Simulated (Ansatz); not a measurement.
# LaIn (Pm-3m): relaxing the cell for a phonon run

Task: relax LaIn (Pm-3m) tightly.

Calculated with Ansatz 0.2.0; DFT PBEsol, scalar-relativistic, plane waves, PAW; PAW set soft_1.

## Step 1: Set-up

Symmetry: Pm-3m, No. 221, cubic system. Conventional cell: a = 3.954 Å, b = 3.954 Å, c = 3.954 Å, α = 90.00°, β = 90.00°, γ = 90.00°. La has 8 In at 3.42 Å nearest. Nearest to In lie 8 La at 3.42 Å. Farther neighbours are not listed.

## Step 2: Probe on a coarse mesh

A quick single point on a coarse mesh tells whether the cell has a gap and how far it is from rest, which sets the k mesh and smearing that follow.

Input file input.yaml:

```yaml
crystal:
  lattice:
    - [3.95407724, 0.0, 0.0]
    - [0.0, 3.95407724, 0.0]
    - [0.0, 0.0, 3.95407724]
  atoms:
    - { symbol: La, position: [0.5, 0.5, 0.5] }
    - { symbol: In, position: [0.0, 0.0, 0.0] }
kpoints:
  mp_grid: { grid: [4, 4, 4] }
hamiltonian:
  xc: pbesol
  pseudopotentials: { kind: paw, azcp: { folder: soft_1 }, xc_functional: pbe }
scf:
  occupations: { method: gaussian, width: 0.1 }
output:
  forces: true
  stress: true
  eigenvalues: true
```

Command:

```sh
$ ansatz run input.yaml --threads 4 --pin off --max-ram 10240MiB --backend cpu --events-out ev --progress --plain --runs-dir out
```

Numbers of over 12 decimals in the logs are rounded to 6 here.

Log:

```text
Engine: ansatz 0.2.0, aarch64-unknown-linux-gnu
Pseudopotentials: kind: paw
Pseudopotential: La, paw, valence charge 11, recommended cutoff 420 eV (normal), soft_1/La.paw.azcp
Pseudopotential: In, paw, valence charge 13, recommended cutoff 420 eV (normal), soft_1/In.paw.azcp
Functional definition: PBEsol
  exchange = pbesol_x
  correlation = pbesol_c
Crystal: 2 atoms, lattice volume = 61.821 Å³
[...]
--- Band table (eV; the first three rows and the last of 10) ---
  k-point 0: bands = [... 8 lower, -3.2833, 3.8265, 10.3268, 10.3268, 12.1576, 12.1576, 12.1576, 12.4496]
  k-point 1: bands = [... 8 lower, -3.2641, 4.6060, 9.6209, 10.5393, 11.8437, 11.8437, 12.0429, 12.3523]
  k-point 2: bands = [... 8 lower, -3.2204, 5.9794, 7.6815, 10.8116, 11.3378, 11.3378, 12.2012, 12.3788]
  k-point 9: bands = [... 8 lower, -3.1871, 7.6688, 8.3817, 8.3817, 8.3817, 12.4674, 12.4674, 12.4674]
[key lines of the parts left out:]
SCF converged after 8 iterations
Free energy (F): -11687.917064 eV
Fermi energy:    10.729383 eV
P = ⅓ Tr σ = -1.9070 GPa (-19.070 kbar)
```

Run time: 0.47 s. Hardware: 4 threads of Arm Neoverse V2, shared host; peak memory 0.43 GiB; 1.3 s of CPU time.

This step gave:

```
pressure          : -1.907 GPa
volume per atom   : 30.91 Å³
gap on the k-mesh : 0 eV
```

The coarse mesh shows no gap and a pressure of -1.9 GPa.

## Step 3: Relaxation

Harmonic phonons are second derivatives at a point where the forces vanish, and they are wanted at zero stress, so atoms and cell are relaxed first.

input.yaml, the sections that differ from step 2:

```yaml
kpoints:
  mp_grid: { grid: [10, 10, 10] }
output:
  forces: true
  stress: true
  eigenvalues: true
  write_density: true
  write_potential: true
  elf: true
  volumetric_format: npy
relax:
  adjacent_minimum: "off"
  f_tol: 0.005
  max_steps: 80
  cell: { stress_tol: 0.05 }
# crystal, hamiltonian, scf: as in step 2
```

Log:

```text
[...]
Crystal: 2 atoms, lattice volume = 61.821 Å³
Basis set: ecut = 420 eV, 1213 PW (Γ), exchange–correlation on 54×54×54 points (8 copies of the dense FFT grid, shifted against one another)
Bands: 16, of which v1, the nominal top of the filled ones, is band 12 counted from 1 (11 counted from 0)
Symmetry: 48 space group operations
[...]
k-points: 56 of 1000
[...]
SCF iter   1: F=—  HF=-11688.624598 eV  |F-HF|=—  |Δ(HF+E_count)|=         —  Δρ=3.67e-2  dr2=1.72e0  ethr=3.10e-3  ⟨swp⟩=4.0  Hψ=3802  notcnv=0
[...]
SCF iter   7: F=-11687.977653 eV  HF=-11687.977653 eV  |F-HF|=1.30e-8  |Δ(HF+E_count)|=   4.19e-7  Δρ=1.20e-5  dr2=9.34e-8  ethr=4.17e-10  ⟨swp⟩=8.8  Hψ=7952  notcnv=0
SCF 1 converged in 7 iterations: F = -11687.977653 eV  dr2 = 9.34e-8
[...]
relax step   1: F+E_penalty+E_count = -11687.97765263 eV  Δ(F+E_penalty+E_count) = +0.000e0 eV  max|allowed force component| = 2.514e-30 eV/Å  Δτ_max = 0.0000 Å  P = -2.192 GPa  Ω = 61.821 Å³  (7 SCF iters, dr2 threshold 1.00e-7 eV, accepted)
Crystal: 2 atoms, lattice volume = 58.565 Å³
Basis set: ecut = 420 eV, 1189 PW (Γ), exchange–correlation on 54×54×54 points (8 copies of the dense FFT grid, shifted against one another)
[...]
iter 1 solved again at ethr=3.63e-5 eV; its pass at ethr=3.10e-3 eV (dr2=8.71e-3 eV) is discarded
[...]
SCF iter   5: F=-11687.996416 eV  HF=-11687.996416 eV  |F-HF|=6.47e-8  |Δ(HF+E_count)|=   9.06e-9  Δρ=1.41e-5  dr2=1.30e-7  ethr=8.33e-10  ⟨swp⟩=11.0  Hψ=7719  notcnv=0
SCF 2 converged in 5 iterations: F = -11687.996416 eV  dr2 = 1.30e-7
  Residual-converged pass: ⟨swp⟩=1.1  Hψ=1123  notcnv=0  max |occ|·‖R‖ = 7.0e-9 eV (tolerance 1.0e-8 eV)  dr2=1.30e-7  dr2_onsite=5.29e-8  max |Δocc| = 1.3e-9
relax step   2: F+E_penalty+E_count = -11687.99641602 eV  Δ(F+E_penalty+E_count) = -1.876e-2 eV  max|allowed force component| = 7.889e-31 eV/Å  Δτ_max = 0.0000 Å  P = +0.499 GPa  Ω = 58.565 Å³  energy of the carried Pulay correction = +2.432e-4 eV  (5 SCF iters, dr2 threshold 2.00e-7 eV, accepted)
Crystal: 2 atoms, lattice volume = 59.142 Å³
[...]
SCF iter   4: F=-11687.997197 eV  HF=-11687.997197 eV  |F-HF|=6.12e-9  |Δ(HF+E_count)|=   9.00e-7  Δρ=1.59e-5  dr2=8.69e-8  ethr=8.33e-10  ⟨swp⟩=8.2  Hψ=7303  notcnv=0
SCF 3 converged in 4 iterations: F = -11687.997197 eV  dr2 = 8.69e-8
relax step   3: F+E_penalty+E_count = -11687.99719718 eV  Δ(F+E_penalty+E_count) = -7.812e-4 eV  max|allowed force component| = 8.546e-31 eV/Å  Δτ_max = 0.0000 Å  P = -0.037 GPa  Ω = 59.142 Å³  energy of the carried Pulay correction = +1.991e-4 eV  (4 SCF iters, dr2 threshold 2.00e-7 eV, accepted)
[...]
SCF iter   5: F=-11687.997011 eV  HF=-11687.997011 eV  |F-HF|=1.82e-12  |Δ(HF+E_count)|=  5.64e-11  Δρ=8.54e-8  dr2=5.04e-12  ethr=1.00e-12  ⟨swp⟩=7.1  Hψ=4673  notcnv=0
SCF 4 converged in 5 iterations: F = -11687.997011 eV  dr2 = 5.04e-12
relax step   4: F+E_penalty+E_count = -11687.99701086 eV  Δ(F+E_penalty+E_count) = +1.863e-4 eV  max|allowed force component| = 4.602e-31 eV/Å  Δτ_max = 0.0000 Å  P = -0.039 GPa  Ω = 59.142 Å³  stress off target by 3.86e-2 GPa  SCF on the basis re-selected at this cell (its energy is not comparable with the rows above)  (5 SCF iters)
basis re-selected at this cell: Δ(F+E_penalty+E_count) = +1.863e-4 eV, ΔP = -0.002 GPa vs the last step (what re-selecting the basis moved, of the pressure what is left beyond the Pulay correction that the steps carried, after the strain that the cell walked since its last selection, with what the two solves' SCF thresholds leave and, on support functions, any second-order correction that the steps lacked; it is no m [...]
SCF converged after 5 iterations
Free energy (F): -11687.997011 eV
[...]
Internal energy: -11687.989770 eV  (E = F + TS)
E sigma→0 (E₀):  -11687.993390 eV
Entropy (-TS):   -0.007241 eV (-3.621 meV/atom)
Fermi energy:    11.342233 eV
[...]
--- Stress (GPa, compression-positive) ---
       -0.038578      -0.000000      -0.000000
       -0.000000      -0.038578       0.000000
       -0.000000       0.000000      -0.038578
  P = ⅓ Tr σ = -0.0386 GPa (-0.386 kbar)
--- Band table (eV; the first three rows and the last of 56) ---
  k-point 0: bands = [... 8 lower, -2.7118, 4.2825, 10.8744, 10.8744, 12.8434, 12.8434, 12.8434, 13.1568]
  k-point 1: bands = [... 8 lower, -2.7066, 4.4264, 10.8778, 10.9125, 12.7278, 12.7997, 12.7997, 13.1388]
  k-point 2: bands = [... 8 lower, -2.6927, 4.8317, 10.5870, 11.0193, 12.6286, 12.6286, 12.6295, 13.0856]
  k-point 55: bands = [... 8 lower, -2.6051, 8.2962, 8.8389, 8.8389, 8.8389, 13.1830, 13.1830, 13.1830]
--- Relaxed structure (3 steps of the walk, 3 accepted, 1 SCFs on fresh bases) ---
  F+E_penalty+E_count = -11687.99701086 eV   max|allowed force component| = 4.602e-31 eV/Å   (the final SCF, on the basis selected at the relaxed cell)
  cell:  # Å, volume = 59.1421 Å³
    - [3.896120, 0, 0.0]
    - [0, 3.896120, 0.0]
    - [0, 0, 3.896120]
  atoms:
    - { symbol: La, position: [0.5, 0.5, 0.5] }
    - { symbol: In, position: [0, 0, 0] }
```

Wall time 4.7 s (4 threads); peak memory 0.51 GiB; 17 s of CPU time.

Relaxation path:

| step | energy less that of the first step (eV) | largest force component (eV/Å) | pressure (GPa) | volume (Å³) |
| --- | --- | --- | --- | --- |
| 1 | 0.0000 | 0.0000 | -2.19 | 61.82 |
| 2 | -0.0188 | 0.0000 | 0.50 | 58.56 |
| 3 | -0.0195 | 0.0000 | -0.04 | 59.14 |
| 4* | -0.0194 | 0.0000 | -0.04 | 59.14 |

Relaxation steps marked * repeat the geometry before them on a plane-wave basis chosen anew for their cell, so energy and pressure can jump there.

The run keeps the 48 symmetry operations that it works with, so distortions that break them were not tested.

| conventional cell, symmetrised | before | after | change |
| --- | --- | --- | --- |
| a (Å) | 3.954 | 3.896 | -1.5 % |
| b (Å) | 3.954 | 3.896 | -1.5 % |
| c (Å) | 3.954 | 3.896 | -1.5 % |
| volume (Å³/atom) | 30.91 | 29.57 | -4.3 % |

The relaxed structure:

```
La In
1.0
     3.89612    0.00000    0.00000
     0.00000    3.89612    0.00000
     0.00000    0.00000    3.89612
La In
1 1
Direct
  0.50000 0.50000 0.50000
  0.00000 0.00000 0.00000
```

This step gave:

```yaml
pressure: -0.03858 GPa
volume_per_atom: 29.57 Å³
```

Electrostatic potential energy in the ac plane at fractional y = 0.000, with atoms of In within 0.2 Å of it. With pseudopotentials it is smooth inside the atoms' cores, unlike the true potential.

Ten even steps from '0' (-27 eV) to '9' (15 eV), each cell a mean:
```
00148999997300
00268999998510
23589999998753
77899999999887
99999999999999
99999999999999
99999999999999
99999999999999
99999999999999
78899999999988
44689999999864
01368999998521
00148999997300
00047999997200
```
Columns run along a (3.9 Å; values clipped at the 3rd and 97th percentile), rows up along c (3.9 Å). Atoms in or near the plane, at fractional coordinates: In at (0.00, 0.00).

Valence density in the ac plane at fractional y = 0.000, with atoms of In within 0.2 Å of it. It is the smooth field of the valence electrons, not physical close to the nuclei.

Ten steps, logarithmic in the rise over the least value, from '0' (0.08 × 1e0 e/Å³) to '9' (9.98 × 1e0 e/Å³), each cell a mean:
```
99742100012589
87632100012468
55321000001245
32210000001122
11100000000011
00000000000000
00000000000000
00000000000000
11100000000011
22110000000122
54321000001234
77531100012367
98742100012579
99752100013589
```
Columns run along a (3.9 Å), rows up along c (3.9 Å). Atoms in or near the plane, at fractional coordinates: In at (0.00, 0.00).

ELF in the ac plane at fractional y = 0.000, with atoms of In within 0.2 Å of it. It is the smooth field of the valence electrons, not physical close to the nuclei.

Values, 14 rows by 14 columns, each cell a mean:
```
0.01 0.04 0.17 0.26 0.28 0.41 0.49 0.51 0.47 0.36 0.27 0.25 0.12 0.03
0.08 0.14 0.24 0.27 0.31 0.42 0.46 0.47 0.46 0.39 0.29 0.26 0.21 0.12
0.24 0.25 0.27 0.29 0.36 0.40 0.40 0.39 0.40 0.40 0.34 0.28 0.26 0.25
0.26 0.27 0.30 0.36 0.38 0.34 0.29 0.28 0.30 0.36 0.38 0.34 0.29 0.27
0.35 0.37 0.39 0.39 0.34 0.25 0.20 0.18 0.21 0.28 0.36 0.40 0.39 0.36
0.48 0.47 0.44 0.37 0.27 0.18 0.14 0.13 0.15 0.21 0.30 0.40 0.46 0.47
0.52 0.50 0.45 0.36 0.25 0.16 0.12 0.11 0.13 0.18 0.28 0.39 0.47 0.51
0.49 0.48 0.45 0.37 0.26 0.17 0.13 0.12 0.14 0.20 0.29 0.40 0.46 0.49
0.40 0.41 0.42 0.39 0.31 0.22 0.17 0.16 0.18 0.25 0.34 0.40 0.42 0.41
0.27 0.29 0.33 0.37 0.37 0.31 0.26 0.25 0.27 0.34 0.38 0.36 0.31 0.28
0.25 0.26 0.27 0.31 0.37 0.39 0.37 0.36 0.37 0.39 0.36 0.29 0.27 0.26
0.14 0.18 0.25 0.27 0.33 0.42 0.45 0.45 0.44 0.39 0.30 0.27 0.24 0.17
0.02 0.05 0.18 0.26 0.29 0.41 0.48 0.50 0.47 0.37 0.27 0.25 0.14 0.04
0.01 0.02 0.14 0.25 0.27 0.40 0.49 0.52 0.48 0.35 0.26 0.24 0.08 0.01
```
Columns run along a (3.9 Å), rows up along c (3.9 Å). Atoms in or near the plane, at fractional coordinates: In at (0.00, 0.00).

In this step the volume went from 30.91 to 29.57 Å³/atom.

## Step 4: Tight relaxation

Phonons need a cell at rest on their own settings, so the relaxation is repeated with tight tolerances on forces and stress on the k mesh and occupations of the first response run.

Input file input.yaml:

```yaml
crystal:
  lattice:
    - [3.8961200577, 0.0, 0.0]
    - [0.0, 3.8961200577, 0.0]
    - [0.0, 0.0, 3.8961200577]
  atoms:
    - { symbol: La, position: [0.5, 0.5, 0.5] }
    - { symbol: In, position: [0.0, 0.0, 0.0] }
kpoints:
  mp_grid: { grid: [12, 12, 12] }
hamiltonian:
  xc: pbesol
  pseudopotentials: { kind: paw, azcp: { folder: soft_1 }, xc_functional: pbe }
scf:
  occupations: { method: methfessel_paxton, width: 0.2 }
output:
  forces: true
  stress: true
  eigenvalues: true
relax:
  adjacent_minimum: "off"
  f_tol: 0.001
  max_steps: 60
  cell: { stress_tol: 0.01 }
```

Log:

```text
[...]
Crystal: 2 atoms, lattice volume = 59.142 Å³
Basis set: ecut = 420 eV, 1189 PW (Γ), exchange–correlation on 54×54×54 points (8 copies of the dense FFT grid, shifted against one another)
Bands: 16, of which v1, the nominal top of the filled ones, is band 12 counted from 1 (11 counted from 0)
[... 1 set-up line as in the run before ...]
[...]
k-points: 84 of 1728
[...]
k-point 83: bands = [... 8 lower, -2.5879, 8.3206, 8.8592, 8.8592, 8.8592, 13.2087, 13.2087, 13.2087]
--- Relaxed structure (3 steps of the walk, 3 accepted, 1 SCFs on fresh bases) ---
[...]
cell:  # Å, volume = 59.0229 Å³
    - [3.893500, 0, 0]
    - [0, 3.893500, 0]
    - [0, 0, 3.893500]
  atoms:
    - { symbol: La, position: [0.5, 0.5, 0.5] }
    - { symbol: In, position: [0, 0, 0] }
[key lines of the parts left out:]
SCF converged after 5 iterations
Free energy (F): -11687.996604 eV
Fermi energy:    11.373422 eV
P = ⅓ Tr σ = -0.0002 GPa (-0.002 kbar)
```

Run time: 5.5 s. Hardware: 4 threads; peak memory 0.54 GiB; 20 s of CPU time.

Little changed from the start: no atom moved by 0.005 Å and no cell edge by 0.1 %.

Numbers from this step:

- pressure: -2.24e-4 GPa
- volume per atom: 29.51 Å³

The forces vanish by symmetry and the pressure is 0.000 GPa, within the tolerances set. The cell now holds 29.51 Å³/atom.

## Step 5: Summary of results

- space group after relaxation (within 0.01 Å): Pm-3m
- lattice constant a: 3.893 Å
- lattice constant b: 3.893 Å
- lattice constant c: 3.893 Å
- volume per atom: 29.5 Å³

**Reading.** The forces vanish by symmetry and the pressure is 0.000 GPa, within the tolerances set. The cell now holds 29.51 Å³/atom. The relaxation keeps the symmetry of its start, so it says nothing on stability against lower symmetry. Spin-orbit coupling is left out, which can matter for the heavy elements here. The PAW files were made for PBE and serve the other functionals too.

[Logs are printed without paths, hosts, clocks, repeated set-up lines and the standing remarks that a program may print on its own settings, such as how far it seeks lower states.]

[Hosts, paths, dates, database ids (printed as entryN), source tags and the programs' standing remarks are cut or masked in the printed files.]
